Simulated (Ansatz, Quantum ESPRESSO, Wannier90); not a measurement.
# Ballistic channels from Wannier functions: zigzag Ga chain, bond 2.55 Å, width 1.2 Å, part 4 of 5

Aim: a Wannier model and the conductance steps that follow from it, for this wire: zigzag Ga chain, bond 2.55 Å, width 1.2 Å.

Quantum ESPRESSO 7.5 and Wannier90 3.1.0; plane-wave DFT, PBE, GBRV ultrasoft pseudopotentials; cross-check by Ansatz 0.2.0 with PAW datasets.

So far. Step 2 (Self-consistent run): The run needed 17 iterations to bring the estimated error under 1e-07 Ry; the largest force on any atom, held or free, is 0.30 eV/Å. Step 6 (Wannier functions and transport): Bands and channels are those of the Wannier model: bands that were not projected, and all outside the frozen window, are missing or only approximate.

### 9. Localisation, bands and conductance, with dist_cutoff = 5.4

Level of this step: maximally localised Wannier functions and ballistic conductance; plane-wave DFT, PBE, GBRV ultrasoft pseudopotentials (Wannier90).

A sensitivity test on the input.

Input file wan_w.win:

```
num_wann = 8
num_bands = 33
num_iter = 200
num_print_cycles = 20
conv_tol = 1e-8
conv_window = 5
guiding_centres = true
dis_num_iter = 1500
dis_conv_tol = 1e-8
dis_win_min = -13.1930
dis_win_max = 6.8070
dis_froz_max = -0.6930
search_shells = 120
fermi_energy = -2.1930

transport = true
transport_mode = bulk
one_dim_axis = z
dist_cutoff = 5.4
dist_cutoff_mode = one_dim
tran_win_min = -4.0
tran_win_max = 2.0
tran_energy_step = 0.02

bands_plot = true
bands_num_points = 96
begin kpoint_path
G 0.0 0.0 0.0 Z 0.0 0.0 0.5
end kpoint_path

begin projections
Ga:s;p
end projections

begin unit_cell_cart
ang
  9.0000000000 0.0000000000 0.0000000000
  0.0000000000 8.0000000000 0.0000000000
  0.0000000000 0.0000000000 4.5000000000
end unit_cell_cart

begin atoms_frac
  Ga -0.0666666667 0.0000000000 0.0000000000
  Ga 0.0666666667 0.0000000000 0.5000000000
end atoms_frac

mp_grid = 1 1 8
begin kpoints
  0.0 0.0 0.0000000000
  0.0 0.0 0.1250000000
  0.0 0.0 0.2500000000
  0.0 0.0 0.3750000000
  0.0 0.0 0.5000000000
  0.0 0.0 0.6250000000
  0.0 0.0 0.7500000000
  0.0 0.0 0.8750000000
end kpoints
```

Started as:

```bash
$ OMP_NUM_THREADS=1 wannier90.x wan_w > wan_w.run.log
```

The program printed:

```text
[banner, memory and clock lines left out]
+---------------------------------------------------+
             |                                                   |
             |                   WANNIER90                       |
             |                                                   |
             +---------------------------------------------------+
             |                                                   |
             |        Welcome to the Maximally-Localized         |
             |        Generalized Wannier Functions code         |
             |                             |
             |                                                   |
             |                                                   |
             |  Wannier90 Developer Group:                       |
             |    Giovanni Pizzi    (EPFL)                       |
             |    Valerio Vitale    (Cambridge)                  |
             |    David Vanderbilt  (Rutgers University)         |
             |    Nicola Marzari    (EPFL)                       |
             |    Ivo Souza         (Universidad del Pais Vasco) |
             |    Arash A. Mostofi  (Imperial College London)    |
             |    Jonathan R. Yates (University of Oxford)       |
             |                                                   |
             |  For the full list of Wannier90 3.x authors,      |
             |  please check the code documentation and the      |
             |  README on the GitHub page of the code            |
             |                                                   |
             |                                                   |
             |                                                   |
             |  [ref] "Wannier90 as a community code:            |
             |        new features and applications",            |
             |        165902 (2020).                             |
             |            |
             |                                                   |
             |  in any publications arising from the use of      |
             |                                                   |
             |  [ref] "Maximally Localized Generalised Wannier   |
             |         Functions for Composite Energy Bands"     |
             |         N. Marzari and D. Vanderbilt              |
             |         Phys. Rev. B 56 12847 (1997)              |
             |                                                   |
             |  [ref] "Maximally Localized Wannier Functions     |
             |         for Entangled Energy Bands"               |
             |         I. Souza, N. Marzari and D. Vanderbilt    |
             |         Phys. Rev. B 65 035109 (2001)             |
             |                                                   |
             |                                                   |
             | Copyright (c) 1996-2020                           |
             |        The Wannier90 Developer Group and          |
             |        individual contributors                    |
             |                                                   |
             |      Release: 3.1.0        5th March    2020      |
             |                                                   |
             | This program is free software; you can            |
             | redistribute it and/or modify it under the terms  |
             | of the GNU General Public License as published by |
             | the Free Software Foundation; either version 2 of |
             | the License, or (at your option) any later version|
             |                                                   |
             | This program is distributed in the hope that it   |
             | will be useful, but WITHOUT ANY WARRANTY; without |
             | even the implied warranty of MERCHANTABILITY or   |
             | FITNESS FOR A PARTICULAR PURPOSE. See the GNU     |
             | General Public License for more details.          |
             |                                                   |
             | You should have received a copy of the GNU General|
             | Public License along with this program; if not,   |
             | write to the Free Software Foundation, Inc.,      |
             | 675 Mass Ave, Cambridge, MA 02139, USA.           |
             |                                                   |
             +---------------------------------------------------+
             +---------------------------------------------------+

 ******************************************************************************
 * -> Using CODATA 2006 constant values                                       *
 *    (                      *
 * -> Using Bohr value from CODATA                                            *
 ******************************************************************************

 Running in serial (with parallel executable)

                                    ------
                                    SYSTEM
                                    ------

                              Lattice Vectors (Ang)
                    a_1     9.000000   0.000000   0.000000
                    a_2     0.000000   8.000000   0.000000
                    a_3     0.000000   0.000000   4.500000

                   Unit Cell Volume:     324.00000  (Ang^3)

                        Reciprocal-Space Vectors (Ang^-1)
                    b_1     0.698132   0.000000   0.000000
                    b_2     0.000000   0.785398   0.000000
                    b_3     0.000000   0.000000   1.396263

 *----------------------------------------------------------------------------*
 |   Site       Fractional Coordinate          Cartesian Coordinate (Ang)     |
 +----------------------------------------------------------------------------+
 | Ga   1  -0.06667   0.00000   0.00000   |   -0.60000   0.00000   0.00000    |
 | Ga   2   0.06667   0.00000   0.50000   |    0.60000   0.00000   2.25000    |
 *----------------------------------------------------------------------------*
                                ------------
                                K-POINT GRID
                                ------------

             Grid size =  1 x  1 x  8      Total points =    8

 *---------------------------------- MAIN ------------------------------------*
 |  Number of Wannier Functions               :                 8             |
 |  Number of Objective Wannier Functions     :                 8             |
 |  Number of input Bloch states              :                33             |
[...]
Delta: O_D=  0.1967338E-02 O_OD= -0.2902011E+00 O_TOT= -0.2882338E+00 <-- DLTA
 Cycle:     20
[...]
Sum of centres and spreads ( -0.000137, -0.000000,  9.000001 )    23.85672125

     20    -0.127E-02     0.1439306188       23.8567212480       0.34  <-- CONV
        O_D=      0.1464595 O_OD=      5.3915501 O_TOT=     23.8567212 <-- SPRD
 Delta: O_D=  0.1930694E-02 O_OD= -0.3200364E-02 O_TOT= -0.1269671E-02 <-- DLTA
 Cycle:     40
[...]
Sum of centres and spreads ( -0.000140,  0.000000,  9.000007 )    23.85061339

     40    -0.298E-04     0.0225953687       23.8506133943       0.36  <-- CONV
        O_D=      0.1525022 O_OD=      5.3793995 O_TOT=     23.8506134 <-- SPRD
 Delta: O_D= -0.1944661E-03 O_OD=  0.1646200E-03 O_TOT= -0.2984610E-04 <-- DLTA
 Cycle:     60
[...]
Sum of centres and spreads ( -0.000118,  0.000007,  9.000466 )    23.82469595

     60    -0.855E-02     0.3038121807       23.8246959462       0.37  <-- CONV
        O_D=      0.1552351 O_OD=      5.3507492 O_TOT=     23.8246959 <-- SPRD
 Delta: O_D=  0.9413530E-03 O_OD= -0.9490601E-02 O_TOT= -0.8549248E-02 <-- DLTA
 Cycle:     80
[...]
Sum of centres and spreads (  0.005428,  0.000039,  8.999497 )    21.98727671

     80    -0.138E-01     0.6758770756       21.9872767108       0.39  <-- CONV
        O_D=      0.0768852 O_OD=      3.5916799 O_TOT=     21.9872767 <-- SPRD
 Delta: O_D=  0.2723224E-03 O_OD= -0.1411606E-01 O_TOT= -0.1384374E-01 <-- DLTA
 Cycle:    100
[...]
Sum of centres and spreads (  0.000630,  0.000067,  9.000160 )    21.91352471

    100    -0.783E-03     0.1051904200       21.9135247148       0.41  <-- CONV
        O_D=      0.0751520 O_OD=      3.5196611 O_TOT=     21.9135247 <-- SPRD
 Delta: O_D= -0.2970743E-03 O_OD= -0.4859760E-03 O_TOT= -0.7830503E-03 <-- DLTA

 Writing checkpoint file wan_w.chk... done

 Cycle:    120
[...]
Sum of centres and spreads ( -0.000090,  0.000119,  9.000039 )    21.91015066

    120    -0.208E-04     0.0214047786       21.9101506624       0.43  <-- CONV
        O_D=      0.0743471 O_OD=      3.5170919 O_TOT=     21.9101507 <-- SPRD
 Delta: O_D= -0.4423792E-04 O_OD=  0.2347837E-04 O_TOT= -0.2075955E-04 <-- DLTA
 Cycle:    140
[...]
Sum of centres and spreads ( -0.000122,  0.000209,  9.000007 )    21.90999673

    140    -0.173E-05     0.0074496366       21.9099967311       0.44  <-- CONV
        O_D=      0.0741769 O_OD=      3.5171082 O_TOT=     21.9099967 <-- SPRD
 Delta: O_D=  0.7459299E-05 O_OD= -0.9187071E-05 O_TOT= -0.1727772E-05 <-- DLTA
 Cycle:    160
[...]
Sum of centres and spreads ( -0.000136,  0.000402,  9.000001 )    21.90997229

    160    -0.181E-05     0.0050196575       21.9099722939       0.46  <-- CONV
        O_D=      0.0742049 O_OD=      3.5170558 O_TOT=     21.9099723 <-- SPRD
 Delta: O_D= -0.8854298E-05 O_OD=  0.7048384E-05 O_TOT= -0.1805914E-05 <-- DLTA
 Cycle:    180
[...]
Sum of centres and spreads ( -0.000149,  0.000922,  9.000001 )    21.90988273

    180    -0.700E-05     0.0112349044       21.9098827273       0.48  <-- CONV
        O_D=      0.0742329 O_OD=      3.5169382 O_TOT=     21.9098827 <-- SPRD
 Delta: O_D= -0.1192182E-04 O_OD=  0.4925476E-05 O_TOT= -0.6996348E-05 <-- DLTA
 Cycle:    200
[...]
Sum of centres and spreads ( -0.000057,  0.002063,  8.999998 )    21.90946668

    200    -0.487E-04     0.0393000805       21.9094666823       0.50  <-- CONV
        O_D=      0.0740381 O_OD=      3.5167169 O_TOT=     21.9094667 <-- SPRD
 Delta: O_D=  0.4479184E-04 O_OD= -0.9346306E-04 O_TOT= -0.4867122E-04 <-- DLTA

 Writing checkpoint file wan_w.chk... done

 Final State
  WF centre and spread    1  ( -0.069896,  0.015414, -0.000030 )     2.89909539
  WF centre and spread    2  ( -1.356606,  0.004878,  0.777319 )     2.76735021
  WF centre and spread    3  ( -1.356754,  0.004892, -0.777312 )     2.76757832
  WF centre and spread    4  ( -0.638079, -0.038932,  0.000009 )     2.52075795
  WF centre and spread    5  (  0.069959, -0.017764,  2.250030 )     2.89907182
  WF centre and spread    6  (  1.356641, -0.005632,  1.472690 )     2.76750413
  WF centre and spread    7  (  1.356787, -0.005645,  3.027301 )     2.76775863
  WF centre and spread    8  (  0.637890,  0.044853,  2.249990 )     2.52035023
  Sum of centres and spreads ( -0.000057,  0.002063,  8.999998 )    21.90946668

         Spreads (Ang^2)       Omega I      =    18.318711663
        ================       Omega D      =     0.074038078
                               Omega OD     =     3.516716941
    Final Spread (Ang^2)       Omega Total  =    21.909466682
 Time for wannierise            0.176 (sec)

 Writing checkpoint file wan_w.chk... done

 *---------------------------------------------------------------------------*
 |                               PLOTTING                                    |
 *---------------------------------------------------------------------------*

 Translated centres
    translation centre in fractional coordinate:  0.000000  0.000000  0.250000
  WF centre     1  ( -0.069896,  0.015414, -0.000030 )
  WF centre     2  ( -1.356606,  0.004878,  0.777319 )
  WF centre     3  ( -1.356754,  0.004892, -0.777312 )
  WF centre     4  ( -0.638079, -0.038932,  0.000009 )
  WF centre     5  (  0.069959, -0.017764,  2.250030 )
  WF centre     6  (  1.356641, -0.005632,  1.472690 )
  WF centre     7  (  1.356787, -0.005645,  3.027301 )
  WF centre     8  (  0.637890,  0.044853,  2.249990 )

 Calculating interpolated band-structure

 Time to calculate interpolated band structure       0.010 (sec)

 Time for plotting              0.013 (sec)

 *---------------------------------------------------------------------------*
 |                              TRANSPORT                                    |
 *---------------------------------------------------------------------------*

 Calculation of Quantum Conductance and DoS: bulk mode

 Maximum imaginary part of the real-space Hamiltonian:     0.000044

     Maximum real part of the real-space Hamiltonian at each lattice point
            Lattice point R           Max |H_ij(R)|
                  -5                     0.000000
                  -4                     0.000000
                  -3                     0.000000
                  -2                     0.193069
                  -1                     1.896364
                   0                     2.472739
                   1                     1.896364
                   2                     0.193069
                   3                     0.000000
                   4                     0.000000
                   5                     0.000000

 Number of unit cells inside the principal layer:     2
 Number of Wannier Functions inside the principal layer:    16

 Calculating quantum conductance and density of states... done

 Time for transport             0.181 (sec)
 Total Execution Time           0.792 (sec)

 *===========================================================================*
 |                             TIMING INFORMATION                            |
 *===========================================================================*
 |    Tag                                                Ncalls      Time (s)|
 |---------------------------------------------------------------------------|
 |kmesh: get                                        :         1         0.017|
 |overlap: allocate                                 :         1         0.000|
 |overlap: read                                     :         1         0.073|
 |dis: main                                         :         1         0.324|
 |wann: main                                        :         1         0.176|
 |plot: main                                        :         1         0.013|
 |tran: main                                        :         1         0.181|
 *---------------------------------------------------------------------------*

 All done: wannier90 exiting
[key lines of the parts left out:]
|  Fermi energy (eV)                         :            -2.193             |
```

The job ended after 1.2 s (1 MPI rank of Arm Neoverse N1, shared host; peak memory 0.09 GiB).

The changed values were drawn from a wide range, not chosen for quality; the comparison shows what they did here together.

The total spread is 21.9 against 21.9 Å². Between −2 and 1.5 eV the channel count differs from the first run's at 17 % of the energies, and at the Fermi level it is 3 against 3. Spreads don't depend on this cutoff; only the transport does.

[end of part 4 of 5]

[Logs are printed without paths, hosts, clocks, repeated set-up lines and the standing remarks that a program may print on its own settings, such as how far it seeks lower states.]

[Hosts, paths, dates, database ids (printed as entryN), source tags and the programs' standing remarks are cut or masked in the printed files.]

[Maps of the electrostatic potential energy from Ansatz leave out the sawtooth potential of an applied field or a dipole correction, so their vacuum need not be flat; planar profiles and work functions include it.]
